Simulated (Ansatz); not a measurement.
# Relaxing a frame of liquid hydrogen fluoride from 273 K (116 atoms), part 2 of 3

How does a frame of liquid hydrogen fluoride from 273 K (116 atoms) relax, and what do bonds, charges and levels look like afterwards?

Ansatz 0.2.0; Kohn-Sham DFT, revPBE, PAW (set soft_2), plane waves.

The cell: 58 F and 58 H. The network of bonds at the start is that of the classical potential that made the cell. Sampling is at Γ alone, for a cell whose shortest periodic width is 12 Å.

So far. Step 2 (Single point at the start): The r.m.s. force component of 0.70 eV/Å and the pressure of 4.4 GPa set the starting point.

### 3. Relaxation

The atoms are relaxed in the fixed cell, aiming at the force tolerance of the input.

File input.yaml:

```yaml
crystal:
  lattice:
    - [12.43539, 0.0, 0.0]
    - [0.0, 12.43539, 0.0]
    - [0.0, 0.0, 12.43539]
  atoms:
    [... the 116 atom lines of step 2 ...]
kpoints:
  mp_grid: { grid: [1, 1, 1] }
hamiltonian:
  xc: revpbe
scf:
  occupations: { method: gaussian, width: 0.05 }
output:
  forces: true
relax:
  f_tol: 0.05
  max_steps: 200
```

Launch:

```
$ ansatz run input.yaml --threads 4 --pin off --max-ram 8192MiB --backend cpu --events-out ev --progress --plain --runs-dir out
```

Numbers of over 12 decimals in the logs are rounded to 6 here.

Log:

```text
[...]
Crystal: 116 atoms, lattice volume = 1922.995 Å³
Basis set: ecut = 420 eV, 37529 PW (Γ), exchange–correlation on 180×180×180 points (8 copies of the dense FFT grid, shifted against one another)
Bands: 348, of which v1, the nominal top of the filled ones, is band 232 counted from 1 (231 counted from 0)
Symmetry: 1 space group operations
[...]
k-points: 1
[...]
SCF iter   1: F=—  HF=-47908.716999 eV  |F-HF|=—  |Δ(HF+E_count)|=         —  Δρ=5.19e-3  dr2=4.85e-1  ethr=1.77e-3  ⟨swp⟩=6.0  Hψ=1463  notcnv=0  defer=54
[...]
SCF iter   7: F=-47908.543606 eV  HF=-47908.543611 eV  |F-HF|=5.39e-6  |Δ(HF+E_count)|=   6.19e-5  Δρ=9.62e-6  dr2=1.62e-6  ethr=4.47e-9  ⟨swp⟩=4.0  Hψ=912  notcnv=0
SCF 1 converged in 7 iterations: F = -47908.543606 eV  dr2 = 1.62e-6
[...]
relax step   1: F+E_penalty+E_count = -47908.54360566 eV  Δ(F+E_penalty+E_count) = +0.000e0 eV  max|allowed force component| = 3.149e0 eV/Å  Δτ_max = 0.0000 Å  (7 SCF iters, dr2 threshold 6.25e-5 eV, accepted)
[...]
relax step   2: F+E_penalty+E_count = -47912.96125202 eV  Δ(F+E_penalty+E_count) = -4.418e0 eV  max|allowed force component| = 1.453e0 eV/Å  Δτ_max = 0.1999 Å  (6 SCF iters, dr2 threshold 1.00e-4 eV, accepted)
[...]
relax step   3: F+E_penalty+E_count = -47916.31213003 eV  Δ(F+E_penalty+E_count) = -3.351e0 eV  max|allowed force component| = 1.113e0 eV/Å  Δτ_max = 0.1937 Å  (6 SCF iters, dr2 threshold 1.00e-4 eV, accepted)
relax step   4: F+E_penalty+E_count = -47917.84118805 eV  Δ(F+E_penalty+E_count) = -1.529e0 eV  max|allowed force component| = 1.104e0 eV/Å  Δτ_max = 0.1945 Å  (6 SCF iters, dr2 threshold 1.00e-4 eV, accepted)
relax step   5: F+E_penalty+E_count = -47918.92783492 eV  Δ(F+E_penalty+E_count) = -1.087e0 eV  max|allowed force component| = 8.362e-1 eV/Å  Δτ_max = 0.1949 Å  (6 SCF iters, dr2 threshold 1.00e-4 eV, accepted)
relax step   6: F+E_penalty+E_count = -47919.82158787 eV  Δ(F+E_penalty+E_count) = -8.938e-1 eV  max|allowed force component| = 5.316e-1 eV/Å  Δτ_max = 0.1948 Å  (6 SCF iters, dr2 threshold 1.00e-4 eV, accepted)
relax step   7: F+E_penalty+E_count = -47920.35915591 eV  Δ(F+E_penalty+E_count) = -5.376e-1 eV  max|allowed force component| = 6.876e-1 eV/Å  Δτ_max = 0.1941 Å  (6 SCF iters, dr2 threshold 1.00e-4 eV, accepted)
relax step   8: F+E_penalty+E_count = -47920.69753888 eV  Δ(F+E_penalty+E_count) = -3.384e-1 eV  max|allowed force component| = 2.586e-1 eV/Å  Δτ_max = 0.1943 Å  (6 SCF iters, dr2 threshold 1.00e-4 eV, accepted)
relax step   9: F+E_penalty+E_count = -47920.93019344 eV  Δ(F+E_penalty+E_count) = -2.327e-1 eV  max|allowed force component| = 8.187e-2 eV/Å  Δτ_max = 0.2000 Å  (6 SCF iters, dr2 threshold 9.46e-6 eV, accepted)
relax step  10: F+E_penalty+E_count = -47921.08873266 eV  Δ(F+E_penalty+E_count) = -1.585e-1 eV  max|allowed force component| = 2.566e-1 eV/Å  Δτ_max = 0.2000 Å  (8 SCF iters, accepted)
relax step  11: F+E_penalty+E_count = -47921.23161817 eV  Δ(F+E_penalty+E_count) = -1.429e-1 eV  max|allowed force component| = 1.589e-1 eV/Å  Δτ_max = 0.1972 Å  (7 SCF iters, dr2 threshold 6.60e-6 eV, accepted)
relax step  12: F+E_penalty+E_count = -47921.33535932 eV  Δ(F+E_penalty+E_count) = -1.037e-1 eV  max|allowed force component| = 2.816e-1 eV/Å  Δτ_max = 0.1959 Å  (6 SCF iters, dr2 threshold 9.68e-6 eV, accepted)
relax step  13: F+E_penalty+E_count = -47921.44452379 eV  Δ(F+E_penalty+E_count) = -1.092e-1 eV  max|allowed force component| = 4.833e-1 eV/Å  Δτ_max = 0.1953 Å  (6 SCF iters, dr2 threshold 3.04e-5 eV, accepted)
relax step  14: F+E_penalty+E_count = -47921.54292649 eV  Δ(F+E_penalty+E_count) = -9.840e-2 eV  max|allowed force component| = 4.978e-1 eV/Å  Δτ_max = 0.1944 Å  (6 SCF iters, dr2 threshold 1.00e-4 eV, accepted)
relax step  15: F+E_penalty+E_count = -47921.58166853 eV  Δ(F+E_penalty+E_count) = -3.874e-2 eV  max|allowed force component| = 9.753e-1 eV/Å  Δτ_max = 0.1933 Å  (6 SCF iters, dr2 threshold 1.00e-4 eV, accepted)
relax step  16: F+E_penalty+E_count = -47921.66786123 eV  Δ(F+E_penalty+E_count) = -8.619e-2 eV  max|allowed force component| = 3.998e-1 eV/Å  Δτ_max = 0.1878 Å  (6 SCF iters, dr2 threshold 1.00e-4 eV, accepted)
relax step  17: F+E_penalty+E_count = -47921.70710066 eV  Δ(F+E_penalty+E_count) = -3.924e-2 eV  max|allowed force component| = 6.491e-1 eV/Å  Δτ_max = 0.1950 Å  (6 SCF iters, dr2 threshold 2.69e-5 eV, accepted)
relax step  18: F+E_penalty+E_count = -47921.75374398 eV  Δ(F+E_penalty+E_count) = -4.664e-2 eV  max|allowed force component| = 3.633e-1 eV/Å  Δτ_max = 0.1160 Å  (5 SCF iters, dr2 threshold 7.08e-5 eV, accepted)
relax step  19: F+E_penalty+E_count = -47921.79793250 eV  Δ(F+E_penalty+E_count) = -4.419e-2 eV  max|allowed force component| = 3.160e-1 eV/Å  Δτ_max = 0.1629 Å  (6 SCF iters, dr2 threshold 4.13e-5 eV, accepted)
relax step  20: F+E_penalty+E_count = -47921.82942754 eV  Δ(F+E_penalty+E_count) = -3.150e-2 eV  max|allowed force component| = 3.849e-1 eV/Å  Δτ_max = 0.1934 Å  (6 SCF iters, dr2 threshold 3.13e-5 eV, accepted)
relax step  21: F+E_penalty+E_count = -47921.86052915 eV  Δ(F+E_penalty+E_count) = -3.110e-2 eV  max|allowed force component| = 3.589e-1 eV/Å  Δτ_max = 0.1933 Å  (6 SCF iters, dr2 threshold 1.00e-4 eV, accepted)
relax step  22: F+E_penalty+E_count = -47921.89686294 eV  Δ(F+E_penalty+E_count) = -3.633e-2 eV  max|allowed force component| = 2.657e-1 eV/Å  Δτ_max = 0.1936 Å  (6 SCF iters, dr2 threshold 1.00e-4 eV, accepted)
relax step  23: F+E_penalty+E_count = -47921.93429143 eV  Δ(F+E_penalty+E_count) = -3.743e-2 eV  max|allowed force component| = 2.865e-1 eV/Å  Δτ_max = 0.1939 Å  (6 SCF iters, dr2 threshold 3.87e-5 eV, accepted)
relax step  24: F+E_penalty+E_count = -47921.96710978 eV  Δ(F+E_penalty+E_count) = -3.282e-2 eV  max|allowed force component| = 3.494e-1 eV/Å  Δτ_max = 0.1946 Å  (6 SCF iters, dr2 threshold 4.50e-5 eV, accepted)
relax step  25: F+E_penalty+E_count = -47921.99117763 eV  Δ(F+E_penalty+E_count) = -2.407e-2 eV  max|allowed force component| = 5.409e-1 eV/Å  Δτ_max = 0.1827 Å  (6 SCF iters, dr2 threshold 1.00e-4 eV, accepted)
[...]
relax step  29: F+E_penalty+E_count = -47922.05576271 eV  Δ(F+E_penalty+E_count) = -8.583e-3 eV  max|allowed force component| = 1.359e-1 eV/Å  Δτ_max = 0.0721 Å  (5 SCF iters, dr2 threshold 2.58e-5 eV, accepted)
relax step  30: F+E_penalty+E_count = -47922.06536264 eV  Δ(F+E_penalty+E_count) = -9.600e-3 eV  max|allowed force component| = 8.081e-2 eV/Å  Δτ_max = 0.0925 Å  (6 SCF iters, dr2 threshold 5.93e-6 eV, accepted)
relax step  31: F+E_penalty+E_count = -47922.07169776 eV  Δ(F+E_penalty+E_count) = -6.335e-3 eV  max|allowed force component| = 4.411e-1 eV/Å  Δτ_max = 0.1942 Å  (8 SCF iters, accepted)
relax step  32: F+E_penalty+E_count = -47922.07844231 eV  Δ(F+E_penalty+E_count) = -6.745e-3 eV  max|allowed force component| = 1.372e-1 eV/Å  Δτ_max = 0.0442 Å  (5 SCF iters, dr2 threshold 6.88e-5 eV, accepted)
relax step  33: F+E_penalty+E_count = -47922.07344198 eV  Δ(F+E_penalty+E_count) = +5.000e-3 eV  max|allowed force component| = 2.552e-1 eV/Å  Δτ_max = 0.0743 Å  (7 SCF iters, rejected (line search))
relax step  34: F+E_penalty+E_count = -47922.08158023 eV  Δ(F+E_penalty+E_count) = -3.138e-3 eV  max|allowed force component| = 4.075e-2 eV/Å  Δτ_max = 0.0360 Å  (6 SCF iters, accepted)
relax step  35: F+E_penalty+E_count = -47922.08611780 eV  Δ(F+E_penalty+E_count) = -4.538e-3 eV  max|allowed force component| = 3.704e-2 eV/Å  Δτ_max = 0.0972 Å  (8 SCF iters, accepted)
relax step  36: F+E_penalty+E_count = -47922.09167793 eV  Δ(F+E_penalty+E_count) = -5.560e-3 eV  max|allowed force component| = 1.785e-1 eV/Å  Δτ_max = 0.1472 Å  (8 SCF iters, accepted)
relax step  37: F+E_penalty+E_count = -47922.09403885 eV  Δ(F+E_penalty+E_count) = -2.361e-3 eV  max|allowed force component| = 3.177e-1 eV/Å  Δτ_max = 0.1670 Å  (5 SCF iters, dr2 threshold 2.63e-5 eV, accepted)
relax step  38: F+E_penalty+E_count = -47922.09924684 eV  Δ(F+E_penalty+E_count) = -5.208e-3 eV  max|allowed force component| = 8.144e-2 eV/Å  Δτ_max = 0.0187 Å  (4 SCF iters, dr2 threshold 1.00e-4 eV, accepted)
relax step  39: F+E_penalty+E_count = -47922.10358055 eV  Δ(F+E_penalty+E_count) = -4.334e-3 eV  max|allowed force component| = 6.925e-3 eV/Å  Δτ_max = 0.0795 Å  (7 SCF iters, accepted)
relax step  40: F+E_penalty+E_count = -47922.10970427 eV  Δ(F+E_penalty+E_count) = -6.124e-3 eV  max|allowed force component| = 2.163e-1 eV/Å  Δτ_max = 0.1967 Å  (8 SCF iters, accepted)
relax step  41: F+E_penalty+E_count = -47922.11326562 eV  Δ(F+E_penalty+E_count) = -3.561e-3 eV  max|allowed force component| = 3.416e-1 eV/Å  Δτ_max = 0.1285 Å  (7 SCF iters, dr2 threshold 2.93e-6 eV, accepted)
relax step  42: F+E_penalty+E_count = -47922.11876247 eV  Δ(F+E_penalty+E_count) = -5.497e-3 eV  max|allowed force component| = 2.324e-1 eV/Å  Δτ_max = 0.0613 Å  (5 SCF iters, dr2 threshold 1.00e-4 eV, accepted)
relax step  43: F+E_penalty+E_count = -47922.12584975 eV  Δ(F+E_penalty+E_count) = -7.087e-3 eV  max|allowed force component| = 4.716e-2 eV/Å  Δτ_max = 0.0930 Å  (5 SCF iters, dr2 threshold 2.50e-5 eV, accepted)
[...]
relax step  44: F+E_penalty+E_count = -47922.12585303 eV  Δ(F+E_penalty+E_count) = -3.276e-6 eV  max|allowed force component| = 4.705e-2 eV/Å  Δτ_max = 0.0000 Å  (4 SCF iters, accepted)
SCF converged after 4 iterations
Free energy (F): -47922.125853 eV
[...]
Internal energy: -47922.125853 eV  (E = F + TS)
E sigma→0 (E₀):  -47922.125853 eV
Fermi energy:    -2.631328 eV
[...]
--- Forces (eV/Å), atoms counted from 1 ---
  atom   1  F      0.00856991     0.00024802    -0.00972306
  atom   2  H     -0.00223936     0.00037817    -0.00152599
  atom   3  F      0.00908312    -0.00712791     0.00366068
  atom   4  H     -0.00673066     0.00139293    -0.00401591
  atom   5  F      0.00172306    -0.00133504    -0.00541287
  atom   6  H     -0.00207622     0.00175158     0.00254324
  atom   7  F     -0.00176721    -0.00145126    -0.00052931
  atom   8  H     -0.00053646     0.00003682    -0.00034113
  atom   9  F     -0.04283431     0.03144847     0.03574178
  atom  10  H      0.01875375     0.00117665    -0.00502226
  atom  11  F     -0.00885673    -0.00795707     0.00960667
  atom  12  H      0.00815189     0.00530597     0.00035481
  atom  13  F      0.00267480    -0.00065531     0.00133661
  atom  14  H      0.00032471     0.00132987     0.00030275
[...]
atom 115  F     -0.00707826     0.00213606     0.00376977
  atom 116  H      0.00410397    -0.00049846    -0.00220031
  max |Σ_I F_I| component: 9.28e-5 eV/Å
--- Relaxed structure (44 steps of the walk, 43 accepted, 0 SCFs on fresh bases) ---
  F+E_penalty+E_count = -47922.12585303 eV   max|allowed force component| = 4.705e-2 eV/Å
  atoms:
    - { symbol: F, position: [0.827477, 0.722710, 0.895700] }
    - { symbol: H, position: [0.838831, 0.644665, 0.895220] }
    - { symbol: F, position: [0.562787, 0.122328, 0.866355] }
    - { symbol: H, position: [0.617300, 0.068245, 0.882539] }
[...]
- { symbol: H, position: [0.178285, 0.302961, 0.988965] }
```

The job ended after 3.3 min (4 threads of Intel Xeon 6975P-C (Granite Rapids), shared host; peak memory 2.2 GiB).

Relaxation path (22 of 44):

| step | energy less that of the first step (eV) | largest force component (eV/Å) |
| --- | --- | --- |
| 1 | 0.0000 | 3.1485 |
| 3 | -7.7685 | 1.1131 |
| 5 | -10.3842 | 0.8362 |
| 7 | -11.8155 | 0.6876 |
| 9 | -12.3866 | 0.0819 |
| 11 | -12.6880 | 0.1589 |
| 13 | -12.9009 | 0.4833 |
| 15 | -13.0381 | 0.9753 |
| 17 | -13.1635 | 0.6491 |
| 19 | -13.2543 | 0.3160 |
| 21 | -13.3169 | 0.3589 |
| 24 | -13.4235 | 0.3494 |
| 26 | -13.4673 | 0.3862 |
| 28 | -13.5036 | 0.2398 |
| 30 | -13.5218 | 0.0808 |
| 32 | -13.5348 | 0.1372 |
| 34 | -13.5380 | 0.0407 |
| 36 | -13.5481 | 0.1785 |
| 38 | -13.5556 | 0.0814 |
| 40 | -13.5661 | 0.2163 |
| 42 | -13.5752 | 0.2324 |
| 44 | -13.5822 | 0.0471 |

Relaxation step 33 was tried and not accepted.

The atoms that moved most (Å):

| atom | dx | dy | dz | length |
| --- | --- | --- | --- | --- |
| F79 | -0.870 | 1.575 | -2.138 | 2.794 |
| H80 | -0.680 | 1.268 | -1.984 | 2.451 |
| F69 | -0.789 | -1.286 | 1.743 | 2.305 |
| F109 | 1.252 | -1.646 | -0.525 | 2.133 |
| H100 | 0.206 | -1.217 | 1.645 | 2.057 |
| F43 | -0.077 | -0.858 | 1.849 | 2.040 |
| F37 | -0.115 | -1.394 | 1.436 | 2.005 |
| H70 | -0.798 | -1.036 | 1.487 | 1.980 |

The relaxation changed the energy by -117 meV/atom, and atoms moved by 1.4 Å r.m.s., 2.8 Å at most.

### 4. Distances and neighbours after relaxation

Density 1.00 g/cm³, 16.58 Å³ an atom.

Pair distribution functions g(r), in bins of 0.1 Å:

| r (Å) | total | F-F | F-H | H-H |
| --- | --- | --- | --- | --- |
| 0.85 | 0.00 | 0.00 | 0.00 | 0.00 |
| 0.95 | 13.90 | 0.00 | 27.70 | 0.00 |
| 1.05 | 0.00 | 0.00 | 0.00 | 0.00 |
| 1.15 | 0.00 | 0.00 | 0.00 | 0.00 |
| 1.25 | 0.00 | 0.00 | 0.00 | 0.00 |
| 1.35 | 0.00 | 0.00 | 0.00 | 0.00 |
| 1.45 | 0.84 | 0.00 | 1.67 | 0.00 |
| 1.55 | 4.89 | 0.00 | 9.78 | 0.00 |
| 1.65 | 0.00 | 0.00 | 0.00 | 0.00 |
| 1.75 | 0.00 | 0.00 | 0.00 | 0.00 |
| 1.85 | 0.00 | 0.00 | 0.00 | 0.00 |
| 1.95 | 0.00 | 0.00 | 0.00 | 0.00 |
| 2.05 | 0.26 | 0.00 | 0.00 | 1.06 |
| 2.15 | 2.33 | 0.00 | 0.00 | 9.32 |
| 2.25 | 0.28 | 0.00 | 0.00 | 1.10 |
| 2.35 | 0.00 | 0.00 | 0.00 | 0.00 |
| 2.45 | 1.75 | 6.98 | 0.00 | 0.00 |
| 2.55 | 0.39 | 1.57 | 0.00 | 0.00 |
| 2.65 | 0.00 | 0.00 | 0.00 | 0.00 |
| 2.75 | 0.00 | 0.00 | 0.00 | 0.00 |
| 2.85 | 0.00 | 0.00 | 0.00 | 0.00 |
| 2.95 | 0.10 | 0.00 | 0.21 | 0.00 |
| 3.05 | 1.12 | 0.00 | 2.24 | 0.00 |
| 3.15 | 0.57 | 0.27 | 1.01 | 0.00 |
| 3.25 | 0.77 | 0.77 | 1.03 | 0.26 |
| 3.35 | 1.11 | 1.54 | 1.21 | 0.48 |
| 3.45 | 1.46 | 0.99 | 2.19 | 0.46 |
| 3.55 | 1.26 | 1.95 | 1.05 | 1.00 |
| 3.65 | 1.45 | 1.57 | 1.09 | 2.05 |
| 3.75 | 0.99 | 0.91 | 0.84 | 1.35 |
| 3.85 | 1.15 | 1.29 | 1.13 | 1.04 |
| 3.95 | 1.09 | 0.70 | 1.02 | 1.63 |
| 4.05 | 1.33 | 1.61 | 1.19 | 1.33 |
| 4.15 | 1.24 | 1.11 | 0.90 | 2.06 |
| 4.25 | 1.61 | 1.86 | 1.33 | 1.92 |
| 4.35 | 1.19 | 1.40 | 1.03 | 1.30 |
| 4.45 | 1.00 | 0.73 | 1.24 | 0.78 |
| 4.55 | 1.09 | 0.84 | 1.17 | 1.18 |
| 4.65 | 1.11 | 1.05 | 1.09 | 1.22 |
| 4.75 | 0.95 | 0.72 | 1.03 | 1.01 |
| 4.85 | 1.01 | 0.93 | 1.14 | 0.81 |
| 4.95 | 0.86 | 0.71 | 0.82 | 1.08 |
| 5.05 | 1.13 | 0.96 | 1.27 | 1.04 |
| 5.15 | 0.97 | 1.10 | 1.05 | 0.69 |

(Continued in part 3 of 3.)

[Logs are printed without paths, hosts, clocks, repeated set-up lines and the standing remarks that a program may print on its own settings, such as how far it seeks lower states.]

[Hosts, paths, dates, database ids (printed as entryN), source tags and the programs' standing remarks are cut or masked in the printed files.]
